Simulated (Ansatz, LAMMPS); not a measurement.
# Mg2+ TFSI- in gamma-butyrolactone, from a frame at 410 K (110 atoms): geometry optimisation, part 2 of 3

Wanted: the relaxed structure of Mg2+ TFSI- in gamma-butyrolactone, from a frame at 410 K (110 atoms) and its electronic structure.

Ansatz 0.2.0; Kohn-Sham DFT, LDA, PAW (set soft_2), plane waves.

The cell: 4 N, 8 S, 24 O, 24 C, 24 F, 24 H and 2 Mg. The network of contacts between molecules at the start is that of the classical potential that made the cell. The functional has no dispersion term. The density was typed from a rule of thumb and may lie off the real one at this temperature. Sampling is at Γ alone, for a cell whose shortest periodic width is 12 Å.

So far. Step 3 (Single point at the start): Neighbours are counted within 1.85 Å (C-C), 1.62 Å (C-F), 1.34 Å (C-H), 1.73 Å (C-O), 2.21 Å (C-S), 1.88 Å (O-S), 2.62 Å (O-Mg), 2.02 Å (S-N).

## Step 4: Relaxation

With the cell held, the atoms are moved downhill towards a nearby minimum.

input.yaml reads:

```yaml
crystal:
  lattice:
    - [11.66344, 0.0, 0.0]
    - [0.0, 11.66344, 0.0]
    - [0.0, 0.0, 11.66344]
  atoms:
    [... the 110 atom lines of step 3 ...]
kpoints:
  mp_grid: { grid: [1, 1, 1] }
hamiltonian:
  xc: lda
scf:
  occupations: { method: fixed }
output:
  forces: true
relax:
  f_tol: 0.03
  max_steps: 200
```

Run with:

```sh
$ ansatz run input.yaml --threads 4 --pin off --max-ram 8192MiB --backend cpu --events-out ev --progress --plain --runs-dir out
```

Numbers of over 12 decimals in the logs are rounded to 6 here.

Output:

```text
[...]
Crystal: 110 atoms, lattice volume = 1586.646 Å³
Basis set: ecut = 420 eV, 31103 PW (Γ)
Bands: 370, of which v1, the nominal top of the filled ones, is band 260 counted from 1 (259 counted from 0)
Symmetry: 1 space group operations
[...]
k-points: 1
[...]
SCF iter   1: F=—  HF=-50802.156161 eV  |F-HF|=—  |Δ(HF+E_count)|=         —  Δρ=1.10e-2  dr2=1.49e0  ethr=1.77e-3  ⟨swp⟩=5.0  Hψ=1242  notcnv=0  defer=106
[...]
SCF iter   3: F=—  HF=-50801.666278 eV  |F-HF|=—  |Δ(HF+E_count)|=   5.28e-2  Δρ=2.11e-3  dr2=5.55e-2  ethr=4.18e-5  ⟨swp⟩=2.0  Hψ=494  notcnv=0  defer=77
automatic band count: iteration 3 solves 339 bands in place of 370: the levels show a gap, and the empty bands left out lie too high to hold charge; the band table lists the bands solved (type scf.n_extra_bands for more)
SCF iter   4: F=—  HF=-50801.651664 eV  |F-HF|=—  |Δ(HF+E_count)|=   1.46e-2  Δρ=6.35e-4  dr2=5.05e-3  ethr=1.07e-5  ⟨swp⟩=2.0  Hψ=491  notcnv=0  defer=77
[...]
SCF iter   7: F=-50801.650657 eV  HF=-50801.650670 eV  |F-HF|=1.31e-5  |Δ(HF+E_count)|=   1.08e-5  Δρ=3.95e-5  dr2=2.05e-5  ethr=4.33e-9  ⟨swp⟩=4.0  Hψ=1095  notcnv=0
SCF 1 converged in 7 iterations: F = -50801.650657 eV  dr2 = 2.05e-5
[...]
relax step   1: F+E_penalty+E_count = -50801.65065722 eV  Δ(F+E_penalty+E_count) = +0.000e0 eV  max|allowed force component| = 3.480e0 eV/Å  Δτ_max = 0.0000 Å  (7 SCF iters, dr2 threshold 2.25e-5 eV, accepted)
[... from here on, the SCF cycles and remarks between the steps are left out ...]
relax step   2: F+E_penalty+E_count = -50807.23995110 eV  Δ(F+E_penalty+E_count) = -5.589e0 eV  max|allowed force component| = 2.056e0 eV/Å  Δτ_max = 0.1949 Å  (7 SCF iters, dr2 threshold 1.00e-4 eV, accepted)
relax step   3: F+E_penalty+E_count = -50809.25696757 eV  Δ(F+E_penalty+E_count) = -2.017e0 eV  max|allowed force component| = 9.198e-1 eV/Å  Δτ_max = 0.1920 Å  (7 SCF iters, dr2 threshold 1.00e-4 eV, accepted)
relax step   4: F+E_penalty+E_count = -50809.78109047 eV  Δ(F+E_penalty+E_count) = -5.241e-1 eV  max|allowed force component| = 8.727e-1 eV/Å  Δτ_max = 0.1951 Å  (7 SCF iters, dr2 threshold 1.00e-4 eV, accepted)
relax step   5: F+E_penalty+E_count = -50810.09812902 eV  Δ(F+E_penalty+E_count) = -3.170e-1 eV  max|allowed force component| = 4.054e-1 eV/Å  Δτ_max = 0.1926 Å  (7 SCF iters, dr2 threshold 1.00e-4 eV, accepted)
relax step   6: F+E_penalty+E_count = -50810.28844227 eV  Δ(F+E_penalty+E_count) = -1.903e-1 eV  max|allowed force component| = 2.985e-1 eV/Å  Δτ_max = 0.1901 Å  (7 SCF iters, dr2 threshold 3.55e-5 eV, accepted)
relax step   7: F+E_penalty+E_count = -50810.41640969 eV  Δ(F+E_penalty+E_count) = -1.280e-1 eV  max|allowed force component| = 2.895e-1 eV/Å  Δτ_max = 0.1948 Å  (7 SCF iters, dr2 threshold 1.92e-5 eV, accepted)
relax step   8: F+E_penalty+E_count = -50810.51256521 eV  Δ(F+E_penalty+E_count) = -9.616e-2 eV  max|allowed force component| = 2.492e-1 eV/Å  Δτ_max = 0.1949 Å  (7 SCF iters, dr2 threshold 4.54e-5 eV, accepted)
relax step   9: F+E_penalty+E_count = -50810.59606893 eV  Δ(F+E_penalty+E_count) = -8.350e-2 eV  max|allowed force component| = 3.007e-1 eV/Å  Δτ_max = 0.1925 Å  (7 SCF iters, dr2 threshold 4.60e-5 eV, accepted)
relax step  10: F+E_penalty+E_count = -50810.65264212 eV  Δ(F+E_penalty+E_count) = -5.657e-2 eV  max|allowed force component| = 5.082e-1 eV/Å  Δτ_max = 0.1949 Å  (7 SCF iters, dr2 threshold 6.70e-5 eV, accepted)
relax step  11: F+E_penalty+E_count = -50810.69334435 eV  Δ(F+E_penalty+E_count) = -4.070e-2 eV  max|allowed force component| = 7.256e-1 eV/Å  Δτ_max = 0.1373 Å  (6 SCF iters, dr2 threshold 1.00e-4 eV, accepted)
relax step  12: F+E_penalty+E_count = -50810.74158264 eV  Δ(F+E_penalty+E_count) = -4.824e-2 eV  max|allowed force component| = 7.398e-1 eV/Å  Δτ_max = 0.1068 Å  (6 SCF iters, dr2 threshold 1.00e-4 eV, accepted)
relax step  13: F+E_penalty+E_count = -50810.79273715 eV  Δ(F+E_penalty+E_count) = -5.115e-2 eV  max|allowed force component| = 8.933e-1 eV/Å  Δτ_max = 0.1991 Å  (7 SCF iters, dr2 threshold 1.00e-4 eV, accepted)
relax step  14: F+E_penalty+E_count = -50810.82605636 eV  Δ(F+E_penalty+E_count) = -3.332e-2 eV  max|allowed force component| = 8.115e-1 eV/Å  Δτ_max = 0.1204 Å  (6 SCF iters, dr2 threshold 1.00e-4 eV, accepted)
relax step  15: F+E_penalty+E_count = -50810.87647436 eV  Δ(F+E_penalty+E_count) = -5.042e-2 eV  max|allowed force component| = 3.516e-1 eV/Å  Δτ_max = 0.1448 Å  (6 SCF iters, dr2 threshold 1.00e-4 eV, accepted)
relax step  16: F+E_penalty+E_count = -50810.91288223 eV  Δ(F+E_penalty+E_count) = -3.641e-2 eV  max|allowed force component| = 1.186e-1 eV/Å  Δτ_max = 0.1928 Å  (7 SCF iters, dr2 threshold 2.32e-5 eV, accepted)
relax step  17: F+E_penalty+E_count = -50810.93247845 eV  Δ(F+E_penalty+E_count) = -1.960e-2 eV  max|allowed force component| = 2.139e-1 eV/Å  Δτ_max = 0.1949 Å  (8 SCF iters, dr2 threshold 1.60e-6 eV, accepted)
relax step  18: F+E_penalty+E_count = -50810.94601895 eV  Δ(F+E_penalty+E_count) = -1.354e-2 eV  max|allowed force component| = 2.082e-1 eV/Å  Δτ_max = 0.0585 Å  (7 SCF iters, dr2 threshold 5.21e-6 eV, accepted)
relax step  19: F+E_penalty+E_count = -50810.96033699 eV  Δ(F+E_penalty+E_count) = -1.432e-2 eV  max|allowed force component| = 2.201e-1 eV/Å  Δτ_max = 0.1203 Å  (6 SCF iters, dr2 threshold 4.11e-5 eV, accepted)
relax step  20: F+E_penalty+E_count = -50810.96953719 eV  Δ(F+E_penalty+E_count) = -9.200e-3 eV  max|allowed force component| = 1.706e-1 eV/Å  Δτ_max = 0.0504 Å  (6 SCF iters, dr2 threshold 4.59e-5 eV, accepted)
relax step  21: F+E_penalty+E_count = -50810.97650878 eV  Δ(F+E_penalty+E_count) = -6.972e-3 eV  max|allowed force component| = 1.417e-1 eV/Å  Δτ_max = 0.0620 Å  (6 SCF iters, dr2 threshold 1.75e-5 eV, accepted)
relax step  22: F+E_penalty+E_count = -50810.98387181 eV  Δ(F+E_penalty+E_count) = -7.363e-3 eV  max|allowed force component| = 1.311e-1 eV/Å  Δτ_max = 0.0936 Å  (7 SCF iters, dr2 threshold 1.21e-5 eV, accepted)
relax step  23: F+E_penalty+E_count = -50810.98982628 eV  Δ(F+E_penalty+E_count) = -5.954e-3 eV  max|allowed force component| = 1.462e-1 eV/Å  Δτ_max = 0.0901 Å  (7 SCF iters, dr2 threshold 1.19e-5 eV, accepted)
relax step  24: F+E_penalty+E_count = -50810.99581559 eV  Δ(F+E_penalty+E_count) = -5.989e-3 eV  max|allowed force component| = 1.662e-1 eV/Å  Δτ_max = 0.0738 Å  (6 SCF iters, dr2 threshold 1.83e-5 eV, accepted)
[...]
relax step  34: F+E_penalty+E_count = -50811.03893930 eV  Δ(F+E_penalty+E_count) = -3.729e-3 eV  max|allowed force component| = 1.376e-1 eV/Å  Δτ_max = 0.1959 Å  (9 SCF iters, accepted)
[...]
relax step  37: F+E_penalty+E_count = -50811.05018666 eV  Δ(F+E_penalty+E_count) = -3.818e-3 eV  max|allowed force component| = 1.020e-1 eV/Å  Δτ_max = 0.0960 Å  (6 SCF iters, dr2 threshold 7.36e-6 eV, accepted)
relax step  38: F+E_penalty+E_count = -50811.05330493 eV  Δ(F+E_penalty+E_count) = -3.118e-3 eV  max|allowed force component| = 1.087e-1 eV/Å  Δτ_max = 0.0779 Å  (6 SCF iters, dr2 threshold 6.31e-6 eV, accepted)
relax step  39: F+E_penalty+E_count = -50811.05755951 eV  Δ(F+E_penalty+E_count) = -4.255e-3 eV  max|allowed force component| = 1.623e-1 eV/Å  Δτ_max = 0.1912 Å  (6 SCF iters, dr2 threshold 7.18e-6 eV, accepted)
relax step  40: F+E_penalty+E_count = -50811.05954054 eV  Δ(F+E_penalty+E_count) = -1.981e-3 eV  max|allowed force component| = 1.149e-1 eV/Å  Δτ_max = 0.0908 Å  (6 SCF iters, dr2 threshold 2.63e-5 eV, accepted)
relax step  41: F+E_penalty+E_count = -50811.06236479 eV  Δ(F+E_penalty+E_count) = -2.824e-3 eV  max|allowed force component| = 8.817e-2 eV/Å  Δτ_max = 0.0270 Å  (6 SCF iters, dr2 threshold 6.62e-6 eV, accepted)
relax step  42: F+E_penalty+E_count = -50811.06464179 eV  Δ(F+E_penalty+E_count) = -2.277e-3 eV  max|allowed force component| = 7.059e-2 eV/Å  Δτ_max = 0.0471 Å  (6 SCF iters, dr2 threshold 3.90e-6 eV, accepted)
relax step  43: F+E_penalty+E_count = -50811.06615946 eV  Δ(F+E_penalty+E_count) = -1.518e-3 eV  max|allowed force component| = 5.616e-2 eV/Å  Δτ_max = 0.0542 Å  (7 SCF iters, dr2 threshold 2.93e-6 eV, accepted)
relax step  44: F+E_penalty+E_count = -50811.06719658 eV  Δ(F+E_penalty+E_count) = -1.037e-3 eV  max|allowed force component| = 2.526e-2 eV/Å  Δτ_max = 0.0486 Å  (7 SCF iters, dr2 threshold 2.00e-6 eV, accepted)
relax step  45: F+E_penalty+E_count = -50811.06719665 eV  Δ(F+E_penalty+E_count) = -6.627e-8 eV  max|allowed force component| = 2.523e-2 eV/Å  Δτ_max = 0.0000 Å  (3 SCF iters, accepted)
SCF converged after 3 iterations
Free energy (F): -50811.067197 eV
[...]
Internal energy: -50811.067197 eV  (E = F + TS)
E sigma→0 (E₀):  -50811.067197 eV
Fermi energy:    -1.202030 eV
[...]
--- Forces (eV/Å), atoms counted from 1 ---
  atom   1  N      0.00824651    -0.00702831    -0.00305721
  atom   2  S     -0.02478543     0.00398662    -0.01219966
  atom   3  O      0.01087287     0.00144289    -0.00243411
  atom   4  O      0.00586681    -0.00649533     0.01078540
  atom   5  C     -0.00060002     0.00174156     0.00875866
  atom   6  F      0.00134749    -0.00093887    -0.00519016
  atom   7  F      0.00501478     0.00285261     0.00504492
  atom   8  F     -0.00547822    -0.00176308    -0.00482926
  atom   9  S      0.00242586    -0.01626856    -0.00344494
  atom  10  O     -0.00466094     0.01424988     0.00593520
  atom  11  O      0.00043540     0.00366672     0.00350049
  atom  12  C      0.00115196     0.01138150    -0.00719166
  atom  13  F     -0.00728635     0.00031839    -0.00277801
  atom  14  F      0.00093798     0.00559012     0.01329136
[...]
atom 109  Mg     0.00297859     0.00761512    -0.00738301
  atom 110  Mg     0.00239529     0.00343726    -0.00275567
  max |Σ_I F_I| component: 2.80e-4 eV/Å
--- Relaxed structure (45 steps of the walk, 45 accepted, 0 SCFs on fresh bases) ---
  F+E_penalty+E_count = -50811.06719665 eV   max|allowed force component| = 2.523e-2 eV/Å
  atoms:
    - { symbol: N, position: [0.917471, 0.514671, 0.792630] }
    - { symbol: S, position: [1.011504, 0.439513, 0.734407] }
    - { symbol: O, position: [0.972633, 0.328198, 0.699667] }
    - { symbol: O, position: [0.123225, 0.444550, 0.789998] }
[...]
- { symbol: Mg, position: [0.488780, 0.037359, 0.580533] }
```

Run time: 6.5 min. Hardware: 4 threads of Arm Neoverse V2, shared host; peak memory 1.7 GiB.

Relaxation path (22 of 45):

```csv
step,energy less that of the first step (eV),largest force component (eV/Å)
1,0.0000,3.4800
3,-7.6063,0.9198
5,-8.4475,0.4054
7,-8.7658,0.2895
9,-8.9454,0.3007
11,-9.0427,0.7256
14,-9.1754,0.8115
16,-9.2622,0.1186
18,-9.2954,0.2082
20,-9.3189,0.1706
22,-9.3332,0.1311
24,-9.3452,0.1662
26,-9.3551,0.1980
28,-9.3630,0.1241
30,-9.3711,0.0842
32,-9.3774,0.1452
35,-9.3908,0.0902
37,-9.3995,0.1020
39,-9.4069,0.1623
41,-9.4117,0.0882
43,-9.4155,0.0562
45,-9.4165,0.0252
```

The atoms that moved most (Å):

```csv
atom,dx,dy,dz,length
F28,-2.210,-0.010,-1.159,2.495
H96,-1.099,1.332,1.711,2.431
F8,1.589,1.014,-0.716,2.017
H84,-0.996,-0.940,1.441,1.988
F29,-1.386,-1.232,0.460,1.911
F6,1.581,1.048,-0.178,1.906
F36,1.707,-0.646,-0.320,1.853
F7,1.546,0.718,0.663,1.829
```

The relaxation changed the energy by -85.6 meV/atom, and atoms moved by 0.99 Å r.m.s., 2.5 Å at most.

## Step 5: Distances and neighbours after relaxation

Bonds before and after, by the cutoffs listed below:

```csv
pair,bonds before,bonds after,mean before (Å),mean after (Å),spread before (Å),spread after (Å)
C-C,12,12,1.494,1.505,0.043,0.013
C-F,24,24,1.370,1.323,0.021,0.005
C-H,24,24,1.098,1.102,0.034,0.003
C-O,12,12,1.339,1.326,0.086,0.091
C-S,8,8,1.810,1.849,0.049,0.007
O-S,16,16,1.449,1.442,0.024,0.012
O-Mg,12,12,2.043,2.030,0.073,0.030
S-N,8,8,1.575,1.565,0.019,0.004
```

Density 1.58 g/cm³, 14.42 Å³ an atom.

g(r), total and by pair (bins of 0.2 Å):

```csv
r (Å),total,C-C,C-F,C-H,C-O,C-S,C-N
1.00,0.81,0.00,0.00,8.55,0.00,0.00,0.00
1.20,1.51,0.00,0.00,13.00,2.92,0.00,0.00
1.40,2.87,4.03,15.00,0.00,4.66,0.00,0.00
1.60,0.69,7.55,0.00,0.00,0.00,0.00,0.00
1.80,0.64,0.00,0.00,0.00,0.00,7.75,0.00
2.00,0.55,0.00,0.00,0.51,0.00,0.00,0.00
2.20,1.61,1.70,0.00,8.75,0.00,0.00,0.00
2.40,1.06,3.15,0.00,0.00,2.33,0.00,0.00
2.60,1.17,0.00,0.00,0.00,2.56,0.00,6.55
2.80,1.04,0.00,0.14,1.48,0.00,0.00,0.89
3.00,1.25,0.00,0.12,1.47,0.00,0.00,0.00
3.20,0.84,0.00,1.19,1.56,0.53,0.00,0.00
3.40,0.84,0.00,1.23,1.04,1.97,0.00,0.56
3.60,0.66,0.33,0.75,0.68,1.45,0.73,0.00
3.80,0.97,0.44,0.76,0.82,0.91,1.36,0.00
4.00,0.97,0.42,1.38,0.54,0.90,1.44,0.00
4.20,1.04,0.74,0.76,0.87,0.94,0.55,0.37
4.40,0.99,2.04,0.68,0.62,1.30,1.38,1.03
4.60,0.83,1.35,0.67,0.77,0.78,0.78,0.95
4.80,0.97,0.66,0.99,1.33,0.82,1.84,0.85
5.00,0.97,0.96,1.27,0.69,1.10,1.31,1.31
5.20,1.09,1.46,1.17,0.76,1.35,1.09,0.98
5.40,1.15,0.61,1.47,1.01,0.98,0.90,1.80
5.60,0.92,1.18,1.18,0.52,0.87,1.35,1.67
```

Bonds by pair of elements; cutoffs follow the first minimum of g(r), held within bounds set by covalent radii, and pairs that aren't listed don't count as bonded:

```csv
pair A-B,cutoff (Å),bonds,mean length (Å),spread (Å),shortest (Å),B about A,A about B
C-C,1.85,12,1.50,0.013,1.48,1,1
C-F,1.62,24,1.32,0.005,1.31,1,1
C-H,1.34,24,1.10,0.003,1.10,1,1
C-O,1.73,12,1.33,0.091,1.22,0.5,0.5
C-S,2.21,8,1.85,0.007,1.84,0.333,1
O-S,1.88,16,1.44,0.012,1.42,0.667,2
O-Mg,2.48,12,2.03,0.03,1.99,0.5,6
S-N,1.98,8,1.56,0.004,1.56,1,2
```

How many atoms have how many bonded neighbours:

```csv
element,mean,1,2,3,4,6
C,3.83,0,0,4,20,0
F,1,24,0,0,0,0
H,1,24,0,0,0,0
Mg,6,0,0,0,0,2
N,2,0,4,0,0,0
O,1.67,8,16,0,0,0
S,4,0,0,0,8,0
```

Bond angles (no mean is given where the spread exceeds 20°):

```csv
angle,count,mean (°),spread (°)
C-C-H,40,112,2.5
O-Mg-O,30,-,-
F-C-S,24,110,1
F-C-F,24,109,0.3
N-S-O,16,113,3.1
```

Bond length by coordination (bonds to H left out):

```csv
element,coordination,atoms,mean bond length (Å)
C,3,4,1.34
C,4,20,1.47
O,1,8,1.43
O,2,16,1.62
```

Rings of the network by King's shortest-path rule, up to 12 atoms, one path for each pair of neighbours; H, halogens, alkali and alkaline-earth atoms are left out, and the last column divides by all other atoms, bonded or not:

```csv
ring size (atoms),rings,per network atom
5,4,0.067
```

First main peaks of g(r), for some of the pairs, lie near 1.5 Å (C-C), 1.3 Å (C-F), 1.1 Å (C-H), 1.3 Å (C-O), 1.8 Å (C-S) and 2.7 Å (C-N). By these cutoffs 83 % of C atoms have 4, all F atoms have 1, all H atoms have 1 and all Mg atoms have 6 bonded neighbours. The C-C-H angle averages 112° with a spread of 2°. All rings counted have 5 atoms.

(Continued in part 3 of 3.)

[Logs are printed without paths, hosts, clocks, repeated set-up lines and the standing remarks that a program may print on its own settings, such as how far it seeks lower states.]

[Hosts, paths, dates, database ids (printed as entryN), source tags and the programs' standing remarks are cut or masked in the printed files.]
